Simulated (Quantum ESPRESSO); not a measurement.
Consider GdO2 (P2_1/m).

```xyz
6
Lattice="4.1844 0.0000 0.0000 0.0000 3.7287 0.0000 -1.5208 0.0000 5.8899" Properties=species:S:1:pos:R:3 pbc="T T T"
Gd    1.6359    2.7965    4.6994
Gd    1.0277    0.9322    1.1905
O     0.5869    2.7965    2.5974
O     2.0768    0.9322    3.2925
O    -0.4531    2.7965    5.6354
O     3.1168    0.9322    0.2545
```

Absorber: atom 1, with 2 O at 2.29 Å, 1 O at 2.35 Å, 2 O at 2.36 Å and 2 O at 2.38 Å (7-fold, site symmetry m). Method: Quantum ESPRESSO XSpectra, LDA, excited-electron core hole (neutral cell), 12-atom cell with 5.6 Å between holes, 5×5×4 k points, dipole transitions, Lorentzian half width 2 eV (not a setting of the program: the run's 0.4 eV curve was folded afterwards with a further Lorentzian), without spin-orbit coupling.

Q: Where do the maxima of the Gd L₃ edge fall?

Main maxima up to 30 eV above the zero (height): 6.0 eV (2.21). At an L edge the dipole rule selects empty d (and weakly s) states on the absorber, and the strong line at the onset measures the empty part of its d band. 

The Gd L₃ spectrum (energy from the energy zero of the input (xe0, at the border of filled and empty states); intensity scaled to a mean of 1 over the first 20 eV; folded afterwards to Lorentzian half width 2 eV; the points at xe0, where the cut of filled states can leave a spike, are interpolated; polarised curves are means over the symmetry-equivalent atoms):

| E (eV) | isotropic | ε ∥ x | ε ∥ y | ε ∥ z |
| --- | --- | --- | --- | --- |
| -2.0 | 0.20 | 0.20 | 0.21 | 0.20 |
| -1.5 | 0.23 | 0.23 | 0.23 | 0.23 |
| -1.0 | 0.26 | 0.26 | 0.27 | 0.26 |
| -0.5 | 0.30 | 0.30 | 0.30 | 0.30 |
| 0.0 | 0.35 | 0.35 | 0.35 | 0.35 |
| 0.5 | 0.41 | 0.41 | 0.42 | 0.40 |
| 1.0 | 0.49 | 0.49 | 0.50 | 0.48 |
| 1.5 | 0.59 | 0.59 | 0.60 | 0.57 |
| 2.0 | 0.72 | 0.72 | 0.73 | 0.70 |
| 2.5 | 0.89 | 0.90 | 0.91 | 0.87 |
| 3.0 | 1.12 | 1.13 | 1.14 | 1.09 |
| 3.5 | 1.39 | 1.40 | 1.41 | 1.36 |
| 4.0 | 1.67 | 1.68 | 1.68 | 1.66 |
| 4.5 | 1.92 | 1.93 | 1.90 | 1.93 |
| 5.0 | 2.09 | 2.11 | 2.03 | 2.13 |
| 5.5 | 2.18 | 2.20 | 2.11 | 2.23 |
| 6.0 | 2.21 | 2.21 | 2.16 | 2.25 |
| 6.5 | 2.17 | 2.14 | 2.17 | 2.20 |
| 7.0 | 2.05 | 1.99 | 2.09 | 2.07 |
| 7.5 | 1.87 | 1.79 | 1.93 | 1.89 |
| 8.0 | 1.65 | 1.58 | 1.70 | 1.67 |
| 8.5 | 1.43 | 1.38 | 1.47 | 1.44 |
| 9.0 | 1.24 | 1.21 | 1.27 | 1.24 |
| 9.5 | 1.08 | 1.07 | 1.09 | 1.07 |
| 10.0 | 0.95 | 0.96 | 0.95 | 0.94 |
| 10.5 | 0.85 | 0.87 | 0.84 | 0.84 |
| 11.0 | 0.77 | 0.81 | 0.75 | 0.76 |
| 11.5 | 0.72 | 0.76 | 0.68 | 0.71 |
| 12.0 | 0.67 | 0.73 | 0.63 | 0.67 |
| 12.5 | 0.64 | 0.69 | 0.59 | 0.64 |
| 13.0 | 0.61 | 0.66 | 0.57 | 0.61 |
| 13.5 | 0.59 | 0.63 | 0.55 | 0.59 |
| 14.0 | 0.57 | 0.60 | 0.54 | 0.57 |
| 14.5 | 0.56 | 0.58 | 0.54 | 0.56 |
| 15.0 | 0.55 | 0.56 | 0.53 | 0.54 |
| 15.5 | 0.54 | 0.55 | 0.53 | 0.53 |
| 16.0 | 0.54 | 0.54 | 0.53 | 0.53 |
| 16.5 | 0.54 | 0.54 | 0.54 | 0.53 |
| 17.0 | 0.54 | 0.54 | 0.54 | 0.53 |
| 17.5 | 0.55 | 0.55 | 0.55 | 0.54 |
| 18.0 | 0.55 | 0.56 | 0.55 | 0.54 |
| 18.5 | 0.55 | 0.56 | 0.56 | 0.54 |
| 19.0 | 0.55 | 0.56 | 0.56 | 0.54 |
| 19.5 | 0.55 | 0.56 | 0.56 | 0.53 |
| 20.0 | 0.55 | 0.56 | 0.55 | 0.53 |
| 20.5 | 0.54 | 0.55 | 0.55 | 0.53 |
| 21.0 | 0.54 | 0.55 | 0.55 | 0.52 |
| 21.5 | 0.54 | 0.54 | 0.55 | 0.52 |
| 22.0 | 0.54 | 0.54 | 0.55 | 0.53 |
| 22.5 | 0.54 | 0.54 | 0.55 | 0.53 |
| 23.0 | 0.54 | 0.53 | 0.56 | 0.54 |
| 23.5 | 0.55 | 0.53 | 0.56 | 0.55 |
| 24.0 | 0.55 | 0.53 | 0.57 | 0.55 |
| 24.5 | 0.56 | 0.53 | 0.58 | 0.56 |
| 25.0 | 0.56 | 0.53 | 0.59 | 0.56 |
| 25.5 | 0.56 | 0.53 | 0.59 | 0.56 |
| 26.0 | 0.56 | 0.53 | 0.59 | 0.56 |
| 26.5 | 0.56 | 0.53 | 0.58 | 0.56 |
| 27.0 | 0.56 | 0.53 | 0.57 | 0.56 |
| 27.5 | 0.56 | 0.53 | 0.57 | 0.57 |
| 28.0 | 0.56 | 0.54 | 0.57 | 0.58 |
| 28.5 | 0.57 | 0.54 | 0.58 | 0.59 |
| 29.0 | 0.58 | 0.56 | 0.58 | 0.60 |
| 29.5 | 0.59 | 0.57 | 0.59 | 0.61 |
| 30.0 | 0.60 | 0.59 | 0.60 | 0.63 |
| 30.5 | 0.61 | 0.61 | 0.60 | 0.63 |
| 31.0 | 0.62 | 0.62 | 0.61 | 0.64 |
| 31.5 | 0.63 | 0.63 | 0.61 | 0.65 |
| 32.0 | 0.63 | 0.64 | 0.61 | 0.65 |

Only the L₃ part is meant: spin–orbit coupling of the core level isn't computed and the L₂ copy isn't added. The run has no spin polarisation, although Gd can carry a moment. Lanthanide 4f electrons are frozen in the core. The unit cell's mesh shows no gap over 0.35 eV. That is right for a metallic compound; for a small-gap or correlated insulator it would be the fault of the functional or of the assumed magnetic order, and the hole would be screened too well. The holes are only 5.6 Å apart, so the shape is probably not converged with cell size; no larger cell was run here. The structure is a computed Materials Project entry and may be a hypothetical form.

[Banner, clock and machine lines of the logs are left out without a mark of their own.]

[Logs are printed without paths, hosts, clocks, repeated set-up lines and the standing remarks that a program may print on its own settings, such as how far it seeks lower states.]

[Hosts, paths, dates, database ids (printed as entryN), source tags and the programs' standing remarks are cut or masked in the printed files.]

[Lists of maxima count a maximum above −3 eV only where it reaches 4 % of the highest in the window and stands out from its surroundings by 2 % of it (1.5 % where it reaches 55 %); shoulders and weaker maxima are passed over, and of the rest the first, up to two pre-edge ones and the few strongest are named.]
